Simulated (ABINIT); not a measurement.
# SnO2 (Cassiterite): a self-consistent loop beyond G0W0, cycle by cycle

Wanted: G0W0 and self-consistent gaps of SnO2 (Cassiterite), with the cost of the cycles.

Main program and level: ABINIT 10.8.3; PBE and many-body steps on it, plane waves.

**The experiments to reproduce.**

- Gap 3.6 eV: experimental gap quoted from earlier work; bulk crystal (quoted in “Study on the Photocatalytic Properties of Flower-Shaped SnO2”, 2022, pmc:9565917).

### 1. Starting point

It takes space group P4_2/mnm (No. 136, tetragonal). Conventional cell: a = 4.738 Å, b = 4.738 Å, c = 3.187 Å, α = 90.00°, β = 90.00°, γ = 90.00°. Nearest to Sn lie 6 O at 2.05 to 2.06 Å. Nearest to O lie 3 Sn at 2.05 to 2.06 Å. Farther neighbours and most contacts between anions are not listed.

Coordinates:

```cif
data_structure
_symmetry_space_group_name_H-M 'P 1'
_symmetry_Int_Tables_number 1
_cell_length_a 4.7380
_cell_length_b 4.7380
_cell_length_c 3.1865
_cell_angle_alpha 90.000
_cell_angle_beta 90.000
_cell_angle_gamma 90.000
_cell_volume 71.53
loop_
_atom_site_label
_atom_site_type_symbol
_atom_site_fract_x
_atom_site_fract_y
_atom_site_fract_z
_atom_site_occupancy
Sn1 Sn 0.00000 0.00000 0.00000 1
Sn2 Sn 0.50000 0.50000 0.50000 1
O3 O 0.30710 0.30710 0.00000 1
O4 O 0.19290 0.80710 0.50000 1
O5 O 0.69290 0.69290 0.00000 1
O6 O 0.80710 0.19290 0.50000 1
```

The cell and positions come from the Crystallography Open Database and are kept as given unless a step says otherwise.

### 2. Empty states on the mesh, 4×4×4 mesh, 89 bands

This step: ABINIT 10.8.3; DFT, PBE, plane waves, norm-conserving pseudopotentials.

The sums over transitions need many empty states on a uniform mesh; this step solves for them.

run.abi

```
acell 3*1.0 Angstrom
rprim 
  4.738000000000 0.000000000000 0.000000000000
  0.000000000000 4.738000000000 0.000000000000
  0.000000000000 0.000000000000 3.186500000000
ntypat 2
znucl 50 8
natom 6
typat 1 1 2 2 2 2
xred 
  0.000000000000 0.000000000000 0.000000000000
  0.500000000000 0.500000000000 0.500000000000
  0.307100000000 0.307100000000 0.000000000000
  0.192900000000 0.807100000000 0.500000000000
  0.692900000000 0.692900000000 0.000000000000
  0.807100000000 0.192900000000 0.500000000000
pp_dirpath "pseudos"
pseudos "Sn.upf, O.upf"
ecut 42
ngkpt 4 4 4
nshiftk 1
shiftk 0 0 0
kptopt 1
chksymbreak 0
iscf -2
irdden 1
istwfk *1
nband 89
nbdbuf 8
tolwfr 1e-09
nstep 60
prtvol 0
indata_prefix "in"
outdata_prefix "out"
tmpdata_prefix "tmp"
```

On the command line:

```console
$ OMP_NUM_THREADS=1 mpirun -n 8 abinit run.abi > log
```

Numbers of over 12 decimals in the logs are rounded to 6 here.

The program printed:

```text
.Version 10.8.3 of ABINIT. v10.8.2 released Aug 2026.

 Symmetries : space group P4_2/m n m (#136); Bravais tP (primitive tetrag.)
[... echo of the input left out ...]
== DATASET  1 ==================================================================
-   mpi_nproc: 8, omp_nthreads: 1 (-1 if OMP is not activated)

--- !DatasetInfo
iteration_state: {dtset: 1, }
dimensions: {natom: 6, nkpt: 18, mband: 89, nsppol: 1, nspinor: 1, nspden: 1, mpw: 6312, }
cutoff_energies: {ecut:  42.0, pawecutdg:  -1.0, }
[...]
1.51977    1.52386    1.52579    1.52579    1.52593    1.60083    1.62420    1.62420
   1.63025    1.64301    1.71809    1.75632    1.75632    1.83100    1.83190    1.83219
   1.84918
 prteigrs : prtvol=0 or 1, do not print more k-points.

== END DATASET(S) ==============================================================
================================================================================

 -outvars: echo values of variables after computation  --------
            nband          89
             nkpt          18
          spgroup         136
 [... the other variables as echoed above ...]

 Calculation completed.
```

It took 44 s on 8 MPI ranks of Arm Neoverse V2, shared host; peak memory 0.7 GiB.

This step gave:

* gap: 1.284 eV
* k of the valence top: 0, 0, 0
* k of the conduction bottom: 0, 0, 0
* least direct gap: 1.284 eV
* k points computed: 18
* lowest point of the top converged band, above the valence top: 36.96 eV

On this mesh the gap is 1.284 eV.

The density comes from a self-consistent run that is not shown.

### 3. Screening, 4×4×4 mesh, 81 bands, screening to 106.1 eV

The RPA dielectric matrix is built and inverted for each q.

This step: RPA screening on PBE, plane waves, norm-conserving pseudopotentials.

Edit run.abi of step 2 so:

```diff
@@ -24,10 +24,11 @@
 chksymbreak 0
-iscf -2
-irdden 1
 istwfk *1
-nband 89
-nbdbuf 8
-tolwfr 1e-09
-nstep 60
-prtvol 0
+occopt 1
+irdwfk 1
+optdriver 3
+nband 81
+ecuteps 3.9
+inclvkb 2
+awtr 1
+symchi 1
 indata_prefix "in"
```

The program printed:

```text
.Version 10.8.3 of ABINIT. v10.8.2 released Aug 2026.

 Symmetries : space group P4_2/m n m (#136); Bravais tP (primitive tetrag.)
[... echo of the input left out ...]
== DATASET  1 ==================================================================
-   mpi_nproc: 8, omp_nthreads: 1 (-1 if OMP is not activated)

--- !DatasetInfo
iteration_state: {dtset: 1, }
dimensions: {natom: 6, nkpt: 18, mband: 81, nsppol: 1, nspinor: 1, nspden: 1, mpw: 6312, }
cutoff_energies: {ecut:  42.0, pawecutdg:  -1.0, }
electrons: {nelect:   6.80000000E+01, charge:   0.00000000E+00, occopt:   1.00000000E+00, tsmear:   1.00000000E-02, }

 SCREENING: Calculation of the susceptibility and dielectric matrices

 Based on a program developped by R.W. Godby, V. Olevano, G. Onida, and L. Reining.
 Incorporated in ABINIT by V. Olevano, G.-M. Rignanese, and M. Torrent.
.Using double precision arithmetic ; gwpc =  8

[... cell and pseudopotentials left out ...]
--------------------------------------------------------------------------------

 ==== K-mesh for the wavefunctions ====
 Number of points in the irreducible wedge :    18
[... list of points left out ...]
 Together with 16 symmetry operations and time-reversal symmetry
 yields    64 points in the full Brillouin Zone.

 ==== Q-mesh for the screening function ====
 Number of points in the irreducible wedge :    18
[... list of points left out ...]
 Together with 16 symmetry operations and time-reversal symmetry
 yields    64 points in the full Brillouin Zone.

 setmesh: FFT mesh size selected  =    36x   36x   24
          total number of points  =        31104

 vcoul_init : cutoff-mode = AUXILIARY_FUNCTION
 q-points for optical limit:   1
     1)      0.000010    0.000020    0.000030

- screening: taking advantage of time-reversal symmetry
- Maximum band index for partially occupied states nbvw = 34
- Remaining bands to be divided among processors   nbcw = 47
- Number of bands treated by each node ~5

 Number of electrons calculated from density =   68.0000; Expected =   68.0000
 average of density, n =  0.140867
 r_s =    1.1923
 omega_plasma =   36.2043 [eV]

 calculating chi0 at frequencies [eV] :
  1    0.000000E+00    0.000000E+00
  2    0.000000E+00    3.620427E+01

--------------------------------------------------------------------------------
  q-point number  1        q = ( 0.000000, 0.000000, 0.000000) [r.l.u.]
--------------------------------------------------------------------------------
[... chi0 elements left out ...]
 For q-point:  0.000010 0.000020 0.000030
  dielectric constant =   4.5446
  dielectric constant without local fields =   4.7463

  Average fulfillment of the sum rule on Im[epsilon] for q-point    1 :     31.04  [%]
[... wings left out ...]
  q-point number  2        q = ( 0.250000, 0.000000, 0.000000) [r.l.u.]
--------------------------------------------------------------------------------
[... chi0 elements left out ...]
  Average fulfillment of the sum rule on Im[epsilon] for q-point    2 :     44.28  [%]

 [... 16 further q-points ...]
```

Wall time 79 s (8 MPI ranks); peak memory 4.1 GiB; 11 min of CPU time.

This step gave:

```yaml
eps_infinity_with_local_fields_on_this_mesh_along_the_program_s_q_direction: 4.545
the_same_without_local_fields: 4.746
plasma_frequency: 36.20 eV
plane_waves_in_the_screening_matrix: 177
```

Local fields lower ε∞ by 4 %. On a Γ-centred mesh this coarse the value itself is usually too large, while a short band sum pulls it down.

### 4. G0W0

The self-energy is evaluated for the states that the input lists, and the levels follow from it, in one-shot runs by the linearised quasiparticle equation.

This step: G0W0 on PBE, plane waves, norm-conserving pseudopotentials.

Edit run.abi of step 3 so:

```diff
@@ -27,8 +27,15 @@
 irdwfk 1
-optdriver 3
+optdriver 4
 nband 81
+gwcalctyp 0
+ecutsigx 42
+symsigma 1
+nkptgw 1
+kptgw 
+  0.0000000000 0.0000000000 0.0000000000
+bdgw 
+  32 36
 ecuteps 3.9
-inclvkb 2
-awtr 1
-symchi 1
+irdscr 1
+ppmodel 1
 indata_prefix "in"
```

The program printed:

```text
.Version 10.8.3 of ABINIT. v10.8.2 released Aug 2026.

 Symmetries : space group P4_2/m n m (#136); Bravais tP (primitive tetrag.)
[... echo of the input left out ...]
== DATASET  1 ==================================================================
-   mpi_nproc: 8, omp_nthreads: 1 (-1 if OMP is not activated)

--- !DatasetInfo
iteration_state: {dtset: 1, }
dimensions: {natom: 6, nkpt: 18, mband: 81, nsppol: 1, nspinor: 1, nspden: 1, mpw: 6312, }
cutoff_energies: {ecut:  42.0, pawecutdg:  -1.0, }
electrons: {nelect:   6.80000000E+01, charge:   0.00000000E+00, occopt:   1.00000000E+00, tsmear:   1.00000000E-02, }

 SIGMA: Calculation of the GW corrections

 Based on a program developped by R.W. Godby, V. Olevano, G. Onida, and L. Reining.
 Incorporated in ABINIT by V. Olevano, G.-M. Rignanese, and M. Torrent.
.Using double precision arithmetic ; gwpc =  8

[... cell and pseudopotentials left out ...]
--------------------------------------------------------------------------------

 ==== K-mesh for the wavefunctions ====
 Number of points in the irreducible wedge :    18
[... list of points left out ...]
 Together with 16 symmetry operations and time-reversal symmetry
 yields    64 points in the full Brillouin Zone.

 ==== Q-mesh for screening function ====
 Number of points in the irreducible wedge :    18
[... list of points left out ...]
 Together with 16 symmetry operations and time-reversal symmetry
 yields    64 points in the full Brillouin Zone.

 vcoul_init : cutoff-mode = AUXILIARY_FUNCTION
 q-points for optical limit:   1
     1)      0.000010    0.000020    0.000030
 setmesh: FFT mesh size selected  =    54x   54x   36
          total number of points  =       104976

 Number of electrons calculated from density =   68.0000; Expected =   68.0000
 average of density, n =  0.140867
 r_s =    1.1923
 omega_plasma =   36.2043 [eV]

 === KS Band Gaps ===
  >>>> For spin  1
   Minimum direct gap =   1.2836 [eV], located at k-point      :   0.0000  0.0000  0.0000
   Fundamental gap    =   1.2836 [eV], Top of valence bands at :   0.0000  0.0000  0.0000
                                       Bottom of conduction at :   0.0000  0.0000  0.0000
 SIGMA fundamental parameters:
 PLASMON POLE MODEL  1
 number of plane-waves for SigmaX                 6273
 number of plane-waves for SigmaC and W            177
 number of plane-waves for wavefunctions          6273
 number of bands                                    81
 number of independent spin polarizations            1
 number of spinorial components                      1
 number of k-points in IBZ                          18
 number of q-points in IBZ                          18
 number of symmetry operations                      16
 number of k-points in BZ                           64
 number of q-points in BZ                           64
 number of frequencies for dSigma/dE                 9
 frequency step for dSigma/dE [eV]                0.25
 number of omega for Sigma on real axis              0
 max omega for Sigma on real axis  [eV]           0.00
 zcut for avoiding poles [eV]                     0.10

 EPSILON^-1 parameters (SCR file):
 dimension of the eps^-1 matrix on file            177
 dimension of the eps^-1 matrix used               177
 number of plane-waves for wavefunctions          6273
 number of bands                                    81
 number of q-points in IBZ                          18
 number of frequencies                               2
 number of real frequencies                          1
 number of imag frequencies                          1

 matrix elements of self-energy operator (all in [eV])

 Perturbative Calculation

--- !SelfEnergy_ee
iteration_state: {dtset: 1, }
kpoint     : [   0.000,    0.000,    0.000, ]
spin       : 1
KS_gap     :    1.284
QP_gap     :    2.790
Delta_QP_KS:    1.506
data: !SigmaeeData |
     Band     E0 <VxcDFT>   SigX SigC(E0)      Z dSigC/dE  Sig(E)    E-E0       E
       32   6.013 -20.016 -25.535   5.262   0.791  -0.264 -20.219  -0.203   5.810
       33   6.013 -20.016 -25.535   5.262   0.791  -0.264 -20.219  -0.203   5.810
       34   6.777 -20.351 -26.231   5.613   0.790  -0.265 -20.562  -0.211   6.566
       35   8.061 -16.498 -12.586  -2.381   0.846  -0.182 -15.203   1.295   9.356
       36  12.920 -16.302 -10.641  -3.350   0.839  -0.192 -14.363   1.939  14.858

== END DATASET(S) ==============================================================
================================================================================

 -outvars: echo values of variables after computation  --------
           etotal      0.0000000000E+00
            nband          81
             nkpt          18
          spgroup         136
 [... the other variables as echoed above ...]

 Calculation completed.
```

Run time: 4.5 s. Hardware: 8 MPI ranks; peak memory 2.1 GiB.

Numbers from this step:

| Quantity | Value |
| --- | --- |
| G0W0 gap on the points computed | 2.79 eV |
| starting gap on the mesh | 1.284 eV |
| k of the valence top | 0, 0, 0 |
| k of the conduction bottom | 0, 0, 0 |
| Z at the valence top | 0.79 |
| Z at the conduction bottom | 0.846 |
| least direct G0W0 gap on the computed points | 2.79 eV |

The gap on the mesh goes from 1.28 eV to 2.79 eV, a correction of +1.51 eV.

### 5. evGW0, cycle 1

This step: evGW0 on PBE, plane waves, norm-conserving pseudopotentials.

Edit run.abi of step 4 so:

```diff
@@ -29,10 +29,44 @@
 nband 81
-gwcalctyp 0
+gwcalctyp 10
 ecutsigx 42
 symsigma 1
-nkptgw 1
+nkptgw 18
 kptgw 
   0.0000000000 0.0000000000 0.0000000000
+  0.2500000000 0.0000000000 0.0000000000
+  0.5000000000 0.0000000000 0.0000000000
+  0.2500000000 0.2500000000 0.0000000000
+  0.5000000000 0.2500000000 0.0000000000
+  0.5000000000 0.5000000000 0.0000000000
+  0.0000000000 0.0000000000 0.2500000000
+  0.2500000000 0.0000000000 0.2500000000
+  0.5000000000 0.0000000000 0.2500000000
+  0.2500000000 0.2500000000 0.2500000000
+  0.5000000000 0.2500000000 0.2500000000
+  0.5000000000 0.5000000000 0.2500000000
+  0.0000000000 0.0000000000 0.5000000000
+  0.2500000000 0.0000000000 0.5000000000
+  0.5000000000 0.0000000000 0.5000000000
+  0.2500000000 0.2500000000 0.5000000000
+  0.5000000000 0.2500000000 0.5000000000
+  0.5000000000 0.5000000000 0.5000000000
 bdgw 
-  32 36
+  23 40
+  23 40
+  23 40
+  23 40
+  23 40
+  23 40
+  23 40
+  23 40
+  23 40
+  23 40
+  23 40
+  23 40
+  23 40
+  23 40
+  23 40
+  23 40
+  23 40
+  23 40
 ecuteps 3.9
```

The program printed:

```text
.Version 10.8.3 of ABINIT. v10.8.2 released Aug 2026.

 Symmetries : space group P4_2/m n m (#136); Bravais tP (primitive tetrag.)
[... echo of the input left out ...]
== DATASET  1 ==================================================================
-   mpi_nproc: 8, omp_nthreads: 1 (-1 if OMP is not activated)

--- !DatasetInfo
iteration_state: {dtset: 1, }
dimensions: {natom: 6, nkpt: 18, mband: 81, nsppol: 1, nspinor: 1, nspden: 1, mpw: 6312, }
cutoff_energies: {ecut:  42.0, pawecutdg:  -1.0, }
electrons: {nelect:   6.80000000E+01, charge:   0.00000000E+00, occopt:   1.00000000E+00, tsmear:   1.00000000E-02, }

 SIGMA: Calculation of the GW corrections

 Based on a program developped by R.W. Godby, V. Olevano, G. Onida, and L. Reining.
 Incorporated in ABINIT by V. Olevano, G.-M. Rignanese, and M. Torrent.
.Using double precision arithmetic ; gwpc =  8

[... cell and pseudopotentials left out ...]
--------------------------------------------------------------------------------

 ==== K-mesh for the wavefunctions ====
 Number of points in the irreducible wedge :    18
[... list of points left out ...]
 Together with 16 symmetry operations and time-reversal symmetry
 yields    64 points in the full Brillouin Zone.

 ==== Q-mesh for screening function ====
 Number of points in the irreducible wedge :    18
[... list of points left out ...]
 Together with 16 symmetry operations and time-reversal symmetry
 yields    64 points in the full Brillouin Zone.

 vcoul_init : cutoff-mode = AUXILIARY_FUNCTION
 q-points for optical limit:   1
     1)      0.000010    0.000020    0.000030
 setmesh: FFT mesh size selected  =    54x   54x   36
          total number of points  =       104976

 Number of electrons calculated from density =   68.0000; Expected =   68.0000
[...]
spin       : 1
KS_gap     :    6.498
QP_gap     :    8.946
Delta_QP_KS:    2.448
data: !SigmaeeData |
     Band     E_DFT   <VxcDFT>   E(N-1)  <Hhartree>   SigX  SigC[E(N-1)]    Z     dSigC/dE  Sig[E(N)]  DeltaE  E(N)_pert E(N)_diago
[...]
--- !SelfEnergy_ee
iteration_state: {dtset: 1, }
kpoint     : [   0.500,    0.500,    0.500, ]
spin       : 1
KS_gap     :    5.756
QP_gap     :    8.081
Delta_QP_KS:    2.325
data: !SigmaeeData |
     Band     E_DFT   <VxcDFT>   E(N-1)  <Hhartree>   SigX  SigC[E(N-1)]    Z     dSigC/dE  Sig[E(N)]  DeltaE  E(N)_pert E(N)_diago
[...]
39    17.849   -15.740    17.849    33.589    -8.992    -4.192     0.821    -0.219   -13.643     2.097    19.945    20.404
       40    17.849   -15.740    17.849    33.589    -8.992    -4.192     0.821    -0.219   -13.643     2.097    19.945    20.404

 New Fermi energy :        2.958616E-01 Ha ,    8.050805E+00 eV

 === QP Band Gaps ===
  >>>> For spin  1
   Minimum direct gap =   3.0816 [eV], located at k-point      :   0.0000  0.0000  0.0000
   Fundamental gap    =   3.0816 [eV], Top of valence bands at :   0.0000  0.0000  0.0000
                                       Bottom of conduction at :   0.0000  0.0000  0.0000

 writing QP data on file : out_QPS

 Convergence of QP corrections
 >>>>> For spin  1 <<<<<
.  kptgw no:  1; Maximum DeltaE = (   0.000   0.000) for band index: 18
.  kptgw no:  2; Maximum DeltaE = (   1.939  -0.001) for band index: 18
.  kptgw no:  3; Maximum DeltaE = (   1.873  -0.000) for band index: 18
[...]
.  kptgw no: 17; Maximum DeltaE = (  -0.501   0.000) for band index: 14
.  kptgw no: 18; Maximum DeltaE = (   2.044   0.000) for band index: 18

== END DATASET(S) ==============================================================
================================================================================

 -outvars: echo values of variables after computation  --------
           etotal      0.0000000000E+00
            nband          81
             nkpt          18
          spgroup         136
 [... the other variables as echoed above ...]

 Calculation completed.
```

Run time: 3.6 min. Hardware: 8 MPI ranks; peak memory 6.5 GiB.

Numbers from this step:

```yaml
quasiparticle_gap_on_the_mesh: 3.082 eV
gap_of_the_density_functional_on_the_mesh: 1.284 eV
k_of_the_valence_top: 0, 0, 0
k_of_the_conduction_bottom: 0, 0, 0
z_at_the_valence_top: 0.79
z_at_the_conduction_bottom: 0.846
least_direct_quasiparticle_gap_on_the_computed_points: 3.082 eV
```

Against G0W0 in ABINIT (4×4×4 mesh, 81 bands, screening to 106.1 eV, Godby-Needs plasmon pole), the gap moves by +0.292 eV. This first cycle still uses the starting levels; it takes the full correction, at all points of the mesh, and its linearised value is 2.790 eV.

### 6. evGW0, cycle 2

The corrected levels of the last cycle go back in.

Edit run.abi of step 5 so:

```diff
@@ -74,2 +74,3 @@
 ppmodel 1
+irdqps 1
 indata_prefix "in"
```

The program printed:

```text
.Version 10.8.3 of ABINIT. v10.8.2 released Aug 2026.

 Symmetries : space group P4_2/m n m (#136); Bravais tP (primitive tetrag.)
[... echo of the input left out ...]
== DATASET  1 ==================================================================
-   mpi_nproc: 8, omp_nthreads: 1 (-1 if OMP is not activated)

--- !DatasetInfo
iteration_state: {dtset: 1, }
dimensions: {natom: 6, nkpt: 18, mband: 81, nsppol: 1, nspinor: 1, nspden: 1, mpw: 6312, }
cutoff_energies: {ecut:  42.0, pawecutdg:  -1.0, }
[...]
.  kptgw no:  3; Maximum DeltaE = (  -0.120   0.000) for band index: 17
[...]
.  kptgw no: 17; Maximum DeltaE = (  -0.189   0.000) for band index: 17
.  kptgw no: 18; Maximum DeltaE = (  -0.164  -0.000) for band index: 17

== END DATASET(S) ==============================================================
================================================================================

 -outvars: echo values of variables after computation  --------
           etotal      0.0000000000E+00
            nband          81
             nkpt          18
          spgroup         136
 [... the other variables as echoed above ...]

 Calculation completed.
```

Run time: 3.6 min. Hardware: 8 MPI ranks; peak memory 6.5 GiB.

Numbers from this step:

```yaml
quasiparticle_gap_on_the_mesh: 3.019 eV
gap_of_the_density_functional_on_the_mesh: 1.284 eV
k_of_the_valence_top: 0, 0, 0
k_of_the_conduction_bottom: 0, 0, 0
least_direct_quasiparticle_gap_on_the_computed_points: 3.019 eV
```

Against the cycle before, the gap moves by −0.063 eV.

(Part 1 of 3 ends here.)

[Paths, hosts, dates, memory and timing lines, banners, echoed tables and standing remarks are left out of the program output.]

[Logs are printed without paths, hosts, clocks, repeated set-up lines and the standing remarks that a program may print on its own settings, such as how far it seeks lower states.]

[Runs of the session that timed out or met a known fault of the program may be left out.]

[Hosts, paths, dates, database ids (printed as entryN), source tags and the programs' standing remarks are cut or masked in the printed files.]

[G0W0 gaps are taken among the corrected bands and points alone; a level outside them can change the order at an edge.]

[Where Ansatz stands beside ABINIT at settings called matched, ABINIT's density can come from a denser mesh and the files from another edition; pairs whose starting gaps differed by over 0.03 eV were left out, so agreement reads better than it is.]
